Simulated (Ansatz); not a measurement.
## NaMgBr3 (model cell, started as cubic perovskite with Mg in the octahedra): following an unstable mode

Which phase does NaMgBr3 (model cell, started as cubic perovskite with Mg in the octahedra) fall into along its unstable mode, and how much energy does it gain?

Calculated with Ansatz 0.2.0; DFT PBE, scalar-relativistic, plane waves, PAW.

The structure was built from a prototype and need not be the compound's stable phase.

### Step 1. Starting point

The structure is cubic, space group Pm-3m (No. 221). The conventional cell has a = 5.313 Å, b = 5.313 Å, c = 5.313 Å, α = 90.00°, β = 90.00°, γ = 90.00°. Nearest to Na lie 12 Br at 3.76 Å. Nearest to Mg lie 6 Br at 2.66 Å. Nearest to Br lie 2 Mg at 2.66 Å and 4 Na at 3.76 Å. Farther neighbours and most contacts between anions are not listed.

### Step 2. Phonons on a q mesh

The cell comes from relaxations at this level that are not shown. Stability and thermal properties need the whole zone. Linear response on a 2×2×2 q mesh gives force constants as far as a supercell of that size would, and the tensors from the zone-centre run are typed in so that the long-range dipole term is interpolated apart.

input.yaml reads:

```yaml
crystal:
  lattice:
    - [5.3131069714, 0.0, 0.0]
    - [0.0, 5.3131069714, 0.0]
    - [0.0, 0.0, 5.3131069714]
  atoms:
    - { symbol: Na, position: [0.0, 0.0, 0.0] }
    - { symbol: Mg, position: [0.5, 0.5, 0.5] }
    - { symbol: Br, position: [0.5, 0.5, 0.0] }
    - { symbol: Br, position: [0.5, 0.0, 0.5] }
    - { symbol: Br, position: [0.0, 0.5, 0.5] }
kpoints:
  mp_grid: { grid: [4, 4, 4] }
hamiltonian:
  xc: pbe
scf:
  occupations: { method: fixed }
output:
  eigenvalues: true
phonons:
  method: dfpt
  qmesh: [2, 2, 2]
  temperatures: { t_max: 1000, t_step: 50 }
  qpath:
    path:
      - [[0.0, 0.0, 0.0], [0.0, 0.5, 0.0], [0.5, 0.5, 0.0], [0.0, 0.0, 0.0], [0.5, 0.5, 0.5], [0.0, 0.5, 0.0]]
      - [[0.5, 0.5, 0.5], [0.5, 0.5, 0.0]]
    npoints: 10
  non_analytic_term:
    high_frequency_dielectric_tensor: [[3.1543, 0.0, 0.0], [0.0, 3.1543, 0.0], [0.0, 0.0, 3.1543]]
    born_effective_charges:
      - { species: Na, tensor: [[1.3661, 0.0, 0.0], [0.0, 1.3661, 0.0], [0.0, 0.0, 1.3661]] }
      - { species: Mg, tensor: [[2.4355, 0.0, 0.0], [0.0, 2.4355, 0.0], [0.0, 0.0, 2.4355]] }
      - { species: Br, tensor: [[-0.8514, 0.0, 0.0], [0.0, -0.8514, 0.0], [0.0, 0.0, -2.0989]] }
      - { species: Br, tensor: [[-0.8514, 0.0, 0.0], [0.0, -2.0989, 0.0], [0.0, 0.0, -0.8514]] }
      - { species: Br, tensor: [[-2.0989, 0.0, 0.0], [0.0, -0.8514, 0.0], [0.0, 0.0, -0.8514]] }
    source: "zone-centre run at this cell"
```

Command:

```bash
> ansatz run input.yaml --threads 4 --pin off --max-ram 14336MiB --backend cpu --events-out ev --progress --plain --runs-dir out
```

Numbers of over 12 decimals in the logs are rounded to 6 here.

What it wrote:

```text
Engine: ansatz 0.2.0, aarch64-unknown-linux-gnu
Pseudopotentials: kind: paw
Pseudopotential: Na, paw, valence charge 9, recommended cutoff 420 eV (normal), Na.paw.azcp
Pseudopotential: Mg, paw, valence charge 10, recommended cutoff 420 eV (normal), Mg.paw.azcp
Pseudopotential: Br, paw, valence charge 7, recommended cutoff 420 eV (normal), Br.paw.azcp
Functional definition: PBE
  parameter kappa = 0.804
  parameter beta = 0.066725
  exchange = pbe_x(kappa = kappa, mu = beta*pi^2/3)
  correlation = pbe_c(beta = beta)
Crystal: 5 atoms, lattice volume = 149.984 Å³
Basis set: ecut = 420 eV, 2945 PW (Γ), exchange–correlation on 72×72×72 points (8 copies of the dense FFT grid, shifted against one another)
Bands: 25, of which v1, the nominal top of the filled ones, is band 20 counted from 1 (19 counted from 0)
Symmetry: 48 space group operations
k-points: 10 of 64
Non-local potential: Na, projectors of the file, l = 0: 3, l = 1: 2, l = 2: 1
Non-local potential: Mg, projectors of the file, l = 0: 3, l = 1: 2, l = 2: 1
Non-local potential: Br, projectors of the file, l = 0: 2, l = 1: 2, l = 2: 2
PAW form: soft (Blöchl's): semilocal exchange-correlation on the pseudo side does not see the compensation charge
PAW one-centre angular grid: Na, 110 points (default); XC on 64 Gauss nodes
PAW one-centre angular grid: Mg, 110 points (default); XC on 64 Gauss nodes
PAW one-centre angular grid: Br, 110 points (default); XC on 64 Gauss nodes
Initial density: superposition of atomic densities (neutral atoms: chi_scale 0, normalization atom), corrected by the library's trained network
Initial wavefunctions: pseudopotential atomic-orbital guess
Functional: x = pbe(κ = 0.804, μ = 0.219515), c = pbe(β = 0.066725)
SCF iter   1: F=—  HF=-11766.626827 eV  |F-HF|=—  |Δ(HF+E_count)|=         —  Δρ=5.11e-4  dr2=9.98e-4  ethr=1.77e-3  ⟨swp⟩=6.9  Hψ=1131  notcnv=0  defer=26
preconditioner: auto → Resta (q_TF=auto, 2.189 Å⁻¹)  ε∞=2.9  [insulator: Δε(μ)=2.756 eV  Ē_g=10.680 eV  n_scr=26 (ndim 8)  ℏωp=14.9 eV  f_vac=0.116  ε∞_Penn≈2.9]
SCF iter   2: F=—  HF=-11766.626426 eV  |F-HF|=—  |Δ(HF+E_count)|=   4.01e-4  Δρ=2.58e-4  dr2=3.36e-4  ethr=2.50e-6  ⟨swp⟩=2.5  Hψ=568  notcnv=0  defer=29
SCF iter   3: F=—  HF=-11766.626444 eV  |F-HF|=—  |Δ(HF+E_count)|=   1.76e-5  Δρ=9.84e-5  dr2=2.93e-5  ethr=8.41e-7  ⟨swp⟩=2.0  Hψ=353  notcnv=0  defer=26
SCF iter   4: F=—  HF=-11766.626444 eV  |F-HF|=—  |Δ(HF+E_count)|=   1.59e-8  Δρ=2.82e-5  dr2=2.56e-6  ethr=7.32e-8  ⟨swp⟩=2.5  Hψ=393  notcnv=0  defer=23
SCF iter   5: F=—  HF=-11766.626440 eV  |F-HF|=—  |Δ(HF+E_count)|=   3.89e-6  Δρ=9.44e-6  dr2=1.15e-7  ethr=6.40e-9  ⟨swp⟩=2.0  Hψ=430  notcnv=0  defer=22
SCF iter   6: F=—  HF=-11766.626440 eV  |F-HF|=—  |Δ(HF+E_count)|=   5.56e-8  Δρ=3.67e-6  dr2=1.47e-8  ethr=2.87e-10  ⟨swp⟩=2.0  Hψ=396  notcnv=0  defer=22
SCF iter   7: F=—  HF=-11766.626440 eV  |F-HF|=—  |Δ(HF+E_count)|=   1.04e-8  Δρ=6.50e-7  dr2=7.32e-10  ethr=3.68e-11  ⟨swp⟩=2.0  Hψ=424  notcnv=0  defer=22
SCF iter   8: F=—  HF=-11766.626440 eV  |F-HF|=—  |Δ(HF+E_count)|=  4.91e-10  Δρ=2.03e-7  dr2=4.66e-11  ethr=1.83e-12  ⟨swp⟩=2.0  Hψ=440  notcnv=0  defer=22
SCF iter   9: F=-11766.626440 eV  HF=-11766.626440 eV  |F-HF|=7.28e-12  |Δ(HF+E_count)|=  1.46e-11  Δρ=5.48e-8  dr2=4.84e-12  ethr=1.00e-12  ⟨swp⟩=13.7  Hψ=1645  notcnv=0
SCF 1 converged in 9 iterations: F = -11766.626440 eV  dr2 = 4.84e-12
  greatest PAW one-centre occupation: 1.000 electrons in one spin orbital (limit 2), on the Mg atom at site 1 (counted from 0), in its partial waves of l = 0
NSCF: frozen V_eff on 10 k-points
NSCF: frozen V_eff on 27 k-points
DFPT response loops at q = (0, 0, 0) (fractional): preconditioner auto → none (the input reference at scf.mixing.eps_inf says where Resta's filter doesn't serve); β = 0.50; Broyden in place of MSR1
NSCF: frozen V_eff on 54 k-points
DFPT response loops at q = (0, 0, -0.5) (fractional): preconditioner auto → Resta (q_TF=auto, 2.189 Å⁻¹)  ε∞=4.7 (no band partly filled); β = 1.00, the filter's whole step (`scf.mixing.beta` (0.50) is not read by the response loops at its default; to damp them type it under 1.00, their step now; it binds the ground state too); Broyden in place of MSR1
NSCF: frozen V_eff on 54 k-points
DFPT response loops at q = (0, -0.5, -0.5) (fractional): mixed as the last ones told, above
NSCF: frozen V_eff on 54 k-points
DFPT response loops at q = (-0.5, -0.5, -0.5) (fractional): mixed as the last ones told, above
SCF converged after 9 iterations
Free energy (F): -11766.626440 eV
Harris-Foulkes:  -11766.626440 eV  (|F-HF|=7.28e-12)
Internal energy: -11766.626440 eV  (E = F + TS)
E sigma→0 (E₀):  -11766.626440 eV
Fermi energy:    1.941206 eV
--- Per-component energies (eV) ---
  E_band       = -676.560615
  E_kinetic    = 598.399412
  E_local      = -3978.789365  (includes V_loc(G=0)·N_el)
  E_nonlocal   = 420.965013
  E_hartree    = 1393.316399
  E_xc         = -862.761505
  E_vxc        = -399.799130  (∫ρ·V_xc dr)
  E_paw        = -7295.980245  (= ΣΔE_a)
  E_vpaw       = -103.969299  (= ΣTr[D̂ρ^β])
  E_aug_tail   = 0.000007  (compensation charges beyond the density's cutoff)
  E_ewald      = -2041.776156
  E_smearing   = -0.000000  (= −TS)
  E_closure    = 0.000000  (closes the sum)
  Σ components = -11766.626440   (vs F -11766.626440, Δ=0.00e0)
--- Band table (eV; the first three rows and the last of 10) ---
  k-point 0: bands = [... 16 lower, 1.1466, 1.4161, 1.4161, 1.4161, 4.6935, 5.1501, 8.9902, 8.9902, ... 1 higher]
  k-point 1: bands = [... 16 lower, 0.9565, 1.0370, 1.3383, 1.3383, 5.6229, 5.8479, 8.6408, 9.1949, ... 1 higher]
  k-point 2: bands = [... 16 lower, 0.6811, 0.9338, 1.3236, 1.3236, 6.9325, 6.9746, 7.5070, 9.4786, ... 1 higher]
  k-point 9: bands = [... 16 lower, 0.8385, 1.9412, 1.9412, 1.9412, 5.8272, 7.7971, 7.7971, 7.7971, ... 1 higher]
--- Phonons (Γ-DFPT): 4 representative perturbations + reference (Σ response iterations 12) ---
  ASR residual: 1.288e-4 → 0.000e0 eV/Å²; symmetrization residual: 4.860e-6 eV/Å²
  ASR residual per site (eV/Å²): 1.73e-5 1.29e-4 3.87e-5 3.87e-5 3.87e-5
  Γ frequencies (cm⁻¹): -78.87 -78.87 -78.87 0.00 0.00 0.00 24.95 24.95 24.95 84.53 84.53 84.53 202.97 202.97 202.97
--- Phonons (arbitrary-q DFPT): 4 irreducible q on the 2×2×2 mesh ---
  q = [0.0000, 0.0000, 0.0000] (star 1, of the zone-centre solve; hermiticity 1.80e-6, symmetrization 9.17e-13): -78.87 -78.87 -78.87 -0.00 0.00 0.00 24.95 24.95 24.95 84.53 84.53 84.53 202.97 202.97 202.97
  q = [0.0000, 0.0000, -0.5000] (star 3, 9 solved perturbations in 216 linear systems a pass and spin channel, the states on 27 of 64 k-point pairs; hermiticity 9.58e-7, symmetrization 2.01e-8): -73.21 -73.21 11.53 11.53 31.69 50.15 50.15 56.88 63.02 86.34 86.34 163.87 202.29 202.29 240.36
  q = [0.0000, -0.5000, -0.5000] (star 3, 9 solved perturbations in 216 linear systems a pass and spin channel, the states on 27 of 64 k-point pairs; hermiticity 1.30e-6, symmetrization 6.65e-8): -67.92 -67.92 -64.86 -57.80 42.80 42.80 62.43 62.43 82.63 91.86 105.48 173.01 201.78 248.59 248.59
  q = [-0.5000, -0.5000, -0.5000] (star 1, 4 solved perturbations in 81 linear systems a pass and spin channel, the states on 27 of 64 k-point pairs; hermiticity 1.06e-6, symmetrization 2.06e-8): -74.35 -74.35 -74.35 -58.02 -58.02 -58.02 86.27 86.27 86.27 103.91 103.91 185.17 253.31 253.31 253.31
  sum rule: each row above includes the acoustic sum rule's correction from the zone centre's row sums; it moved no ω² by more than (1.20 cm⁻¹)²
  mesh force constants: q→R imaginary residual 4.19e-18; ASR residual 1.288e-4 → 0.000e0 eV/Å²; symmetrization residual 7.105e-15 eV/Å²
  interpolated dispersion: 63 rows × 15 modes
  density of states and harmonic sums: on the 12×12×12 q-mesh, interpolated from the force constants of a 2×2×2 supercell (with the dipole–dipole term of supplied tensors)
  largest difference from the sums on the solved wave vectors: F 2.24e-1 eV, S 2.87e-4 and C_V 6.90e-5 eV/K
  zero-point energy: 0.078925 eV/cell   skipped modes (ω ≤ 0): 369, of them read as no rigid motion or as one in doubt: 366 (4.482e0 modes/cell left out, lowest -78.87 cm⁻¹)   left out of the sums: 2.99e-1 of the cell's modes: C_V's classical limit lies that fraction below 3 k_B per atom; for a crystal, a wire or a layer, F and S can be off by more, and a phonons.interpolated_qmesh denser along its periods is the remedy for the sampling
```

The job ended after 47 s (4 threads of Arm Neoverse V2, shared host; peak memory 0.68 GiB).

Reading the cycles: dr2 is the Hartree energy of the density residual (eV), the measure of convergence; HF is the Harris–Foulkes estimate of the energy, which meets the free energy F at convergence.

A gap read on the k-mesh alone can miss the band edges.

This step gave:

```
gap on the k-mesh                                       : 2.752 eV
volume per atom                                         : 30.00 Å³
sum-rule residual before enforcement                    : 1.29e-4 eV/Å²
lowest frequency on the path                            : -78.87 cm⁻¹
point group                                             : m-3m
highest frequency on the path or at a solved wavevector : 272.3 cm⁻¹
highest optical mode at the zone centre (no LO-TO term) : 203.0 cm⁻¹
lowest optical zone-centre mode                         : -78.87 cm⁻¹
lowest mode on the q mesh (acoustic modes at Γ apart)   : -78.87 cm⁻¹
```

Frequencies (cm⁻¹) solved at each irreducible wavevector; negative means imaginary. Frequencies by wavevector, by row:

| q in reciprocal lattice units | star | mode 1 | mode 2 | mode 3 | mode 4 | mode 13 | mode 14 | mode 15 |
| --- | --- | --- | --- | --- | --- | --- | --- | --- |
| 0 0 0 | 1 | -78.9 | -78.9 | -78.9 | 0 | 203 | 203 | 203 |
| 0 0 -0.5 | 3 | -73.2 | -73.2 | 11.5 | 11.5 | 202.3 | 202.3 | 240.4 |
| 0 -0.5 -0.5 | 3 | -67.9 | -67.9 | -64.9 | -57.8 | 201.8 | 248.6 | 248.6 |
| -0.5 -0.5 -0.5 | 1 | -74.3 | -74.3 | -74.3 | -58 | 253.3 | 253.3 | 253.3 |

Interpolated from a 2×2×2 q mesh, with the LO-TO term (at Γ the limit along the path; where Γ stands inside the path, tables give the limit on arrival). The phonon branches at the labelled points (cm⁻¹):

| point | branch 1 | branch 2 | branch 3 | branch 4 | branch 12 | branch 13 | branch 14 | branch 15 |
| --- | --- | --- | --- | --- | --- | --- | --- | --- |
| Γ | -79 | -79 | -21 | 0 | 99 | 203 | 203 | 272 |
| halfway | -76 | -76 | 15 | 15 | 124 | 203 | 203 | 260 |
| X | -73 | -73 | 12 | 12 | 164 | 202 | 202 | 240 |
| halfway | -72 | -69 | -45 | -39 | 156 | 202 | 229 | 244 |
| M | -68 | -68 | -65 | -58 | 173 | 202 | 249 | 249 |
| halfway | -73 | -71 | -41 | -28 | 134 | 202 | 209 | 257 |
| Γ | -79 | -79 | -21 | 0 | 99 | 203 | 203 | 272 |
| halfway | -71 | -71 | -50 | -33 | 144 | 214 | 214 | 255 |
| R | -74 | -74 | -74 | -58 | 185 | 253 | 253 | 253 |
| halfway | -71 | -70 | -58 | -44 | 159 | 218 | 236 | 247 |
| X | -73 | -73 | 12 | 12 | 164 | 202 | 202 | 240 |
| jump to R | -74 | -74 | -74 | -58 | 185 | 253 | 253 | 253 |
| halfway | -70 | -70 | -70 | -58 | 173 | 228 | 251 | 251 |
| M | -68 | -68 | -65 | -58 | 173 | 202 | 249 | 249 |

Symmetry leaves 4 wavevectors to solve. The lowest mode among them, the acoustic zeros apart, lies at Γ and is imaginary, 78.9i cm⁻¹, so the energy falls along it.

### Step 3. The mode frozen in, largest atomic shift 0 Å

The mode followed lies at q = (-0.5, -0.5, -0.5) with frequency 74.4i cm⁻¹ and is 3-fold degenerate, one of the unstable modes though not the softest. At small amplitude the distorted cell has space group no. 139 by a symmetry search on the positions. The undistorted cell that holds it gives the zero of energy on the same k mesh.

System of this step: NaMgBr3 (model cell, started as cubic perovskite with Mg in the octahedra). Symmetry: Pm-3m, No. 221, cubic system. Conventional cell: a = 5.313 Å, b = 5.313 Å, c = 5.313 Å, α = 90.00°, β = 90.00°, γ = 90.00°. Nearest to Na lie 12 Br at 3.76 Å. Nearest to Mg lie 6 Br at 2.66 Å. Nearest to Br lie 2 Mg at 2.66 Å and 4 Na at 3.76 Å. Farther neighbours and most contacts between anions are not listed.

input.yaml reads:

```yaml
crystal:
  lattice:
    - [5.3131069714, 5.3131069714, 0.0]
    - [5.3131069714, 0.0, 5.3131069714]
    - [5.3131069714, 0.0, -5.3131069714]
  atoms:
    - { symbol: Na, position: [0.0, 0.0, 0.0] }
    - { symbol: Na, position: [0.0, 0.5, 0.5] }
    - { symbol: Mg, position: [0.5, 0.25, 0.75] }
    - { symbol: Mg, position: [0.5, 0.75, 0.25] }
    - { symbol: Br, position: [0.5, 0.5, 0.5] }
    - { symbol: Br, position: [0.5, 0.0, 0.0] }
    - { symbol: Br, position: [0.0, 0.0, 0.5] }
    - { symbol: Br, position: [0.0, 0.5, 0.0] }
    - { symbol: Br, position: [0.5, 0.0, 0.5] }
    - { symbol: Br, position: [0.5, 0.5, 0.0] }
kpoints:
  mp_grid: { grid: [4, 4, 4] }
hamiltonian:
  xc: pbe
scf:
  occupations: { method: gaussian, width: 0.02 }
output:
  forces: true
  stress: true
  eigenvalues: true
```

What it wrote:

```text
[...]
Crystal: 10 atoms, lattice volume = 299.969 Å³
Basis set: ecut = 420 eV, 5961 PW (Γ), exchange–correlation on 108×108×108 points (8 copies of the dense FFT grid, shifted against one another)
Bands: 50, of which v1, the nominal top of the filled ones, is band 40 counted from 1 (39 counted from 0)
Symmetry: 96 space group operations
[...]
k-points: 8 of 64
[...]
k-point 0: bands = [... 36 lower, 1.4160, 1.9411, 1.9411, 1.9411, 4.6935, 5.1501, 5.8272, 7.7971, ... 3 higher]
  k-point 1: bands = [... 36 lower, 1.4103, 1.7417, 1.7417, 1.8083, 5.4044, 5.6591, 6.2009, 7.5099, ... 3 higher]
  k-point 2: bands = [... 36 lower, 1.5162, 1.5162, 1.5162, 1.5162, 6.5287, 6.5287, 6.6774, 6.6774, ... 3 higher]
  k-point 7: bands = [... 36 lower, 1.1105, 1.1105, 1.5626, 1.5626, 7.0963, 7.0963, 7.4466, 7.4466, ... 3 higher]
[key lines of the parts left out:]
SCF converged after 6 iterations
Free energy (F): -23533.253121 eV
Fermi energy:    3.317378 eV
P = ⅓ Tr σ = 0.0058 GPa (0.058 kbar)
```

Run time: 1.5 s. Hardware: 4 threads; peak memory 0.7 GiB.

Numbers from this step:

| Quantity | Value |
| --- | --- |
| pressure | 0.005766 GPa |
| energy from the undistorted cell | 0 meV/atom |

At this level the gap is 2.75 eV on the k-mesh of the self-consistent run, which can miss the band edges.

### Step 4. The mode frozen in, largest atomic shift 0.6 Å

The atoms are moved along the unstable eigenvector, the largest shift by 0.6 Å, with the cell fixed.

input.yaml reads:

```yaml
crystal:
  lattice:
    - [5.3131069714, 5.3131069714, 0.0]
    - [5.3131069714, 0.0, 5.3131069714]
    - [5.3131069714, 0.0, -5.3131069714]
  atoms:
    - { symbol: Na, position: [-0.112928274, 0.056464137, 0.056464137] }
    - { symbol: Na, position: [0.112928274, 0.443535863, 0.443535863] }
    - { symbol: Mg, position: [0.5, 0.25, 0.75] }
    - { symbol: Mg, position: [0.5, 0.75, 0.25] }
    - { symbol: Br, position: [0.5, 0.4940457322, 0.4940457322] }
    - { symbol: Br, position: [0.5, 0.0059542678, 0.0059542678] }
    - { symbol: Br, position: [0.0, 0.0, 0.5] }
    - { symbol: Br, position: [0.0, 0.5, 0.0] }
    - { symbol: Br, position: [0.5, 0.0059542678, 0.4940457322] }
    - { symbol: Br, position: [0.5, 0.4940457322, 0.0059542678] }
kpoints:
  mp_grid: { grid: [4, 4, 4] }
hamiltonian:
  xc: pbe
scf:
  occupations: { method: gaussian, width: 0.02 }
output:
  forces: true
  stress: true
  eigenvalues: true
```

What it wrote:

```text
[...]
Crystal: 10 atoms, lattice volume = 299.969 Å³
Basis set: ecut = 420 eV, 5961 PW (Γ), exchange–correlation on 108×108×108 points (8 copies of the dense FFT grid, shifted against one another)
Bands: 50, of which v1, the nominal top of the filled ones, is band 40 counted from 1 (39 counted from 0)
Symmetry: 16 space group operations
[...]
k-points: 13 of 64
[...]
k-point 0: bands = [... 36 lower, 1.3762, 1.7959, 1.9066, 1.9066, 4.6338, 5.3118, 6.0247, 7.7390, ... 3 higher]
  k-point 1: bands = [... 36 lower, 1.3726, 1.6157, 1.7106, 1.7601, 5.3469, 5.8062, 6.3884, 7.4546, ... 3 higher]
  k-point 2: bands = [... 36 lower, 1.4771, 1.4826, 1.4907, 1.4961, 6.4849, 6.6256, 6.7061, 6.7816, ... 3 higher]
  k-point 12: bands = [... 36 lower, 0.8461, 1.1785, 1.1785, 1.7844, 6.8718, 7.1226, 7.3318, 7.5079, ... 3 higher]
[key lines of the parts left out:]
SCF converged after 6 iterations
Free energy (F): -23533.390034 eV
Fermi energy:    3.270272 eV
P = ⅓ Tr σ = 0.2830 GPa (2.830 kbar)
```

Wall time 2.2 s (4 threads); peak memory 0.75 GiB; 8.4 s of CPU time.

This step gave:

```
pressure                         : 0.2830 GPa
gap on the k-mesh                : 2.727 eV
energy from the undistorted cell : -13.69 meV/atom
```

The energy, extrapolated to zero smearing, is -13.69 meV/atom against the undistorted cell.

The run ends at a pressure of 0.28 GPa, with forces up to 0.14 eV/Å.

### Step 5. Energy along the mode, all amplitudes (two of the runs are shown above)

An imaginary frequency means negative curvature, so the energy should fall and then rise again as anharmonic terms take over.

This step gave:

```yaml
depth_at_the_lowest_point_sampled: 13.69 meV/atom
largest_atomic_shift_at_that_point: 0.6 Å
```

The energy from the parent by largest atomic shift:

| largest atomic shift (Å) | energy from the parent (meV/atom) |
| --- | --- |
| 0.000 | 0 |
| 0.040 | -0.08 |
| 0.080 | -0.321 |
| 0.140 | -0.974 |
| 0.220 | -2.36 |
| 0.320 | -4.80 |
| 0.450 | -8.80 |
| 0.600 | -13.7 |

Displacement at unit largest shift by atom:

| atom | x (Å) | y (Å) | z (Å) | size |
| --- | --- | --- | --- | --- |
| Na1 | 0.00 | -1.00 | 0.00 | 1.00 |
| Na2 | 0.00 | 1.00 | 0.00 | 1.00 |
| Mg3 | 0.00 | 0.00 | 0.00 | 0.00 |
| Mg4 | 0.00 | 0.00 | 0.00 | 0.00 |
| Br5 | -0.10 | 0.00 | 0.00 | 0.10 |
| Br6 | 0.10 | 0.00 | 0.00 | 0.10 |
| Br7 | 0.00 | 0.00 | 0.00 | 0.00 |
| Br8 | 0.00 | 0.00 | 0.00 | 0.00 |
| Br9 | 0.00 | 0.00 | 0.10 | 0.10 |
| Br10 | 0.00 | 0.00 | -0.10 | 0.10 |

The lowest of the steps tried is the last one, at 0.6 Å, 13.7 meV/atom below the parent; the bottom of the well need not coincide with a step.

(Continued in part 2 of 3.)

[Logs are printed without paths, hosts, clocks, repeated set-up lines and the standing remarks that a program may print on its own settings, such as how far it seeks lower states.]

[Hosts, paths, dates, database ids (printed as entryN), source tags and the programs' standing remarks are cut or masked in the printed files.]
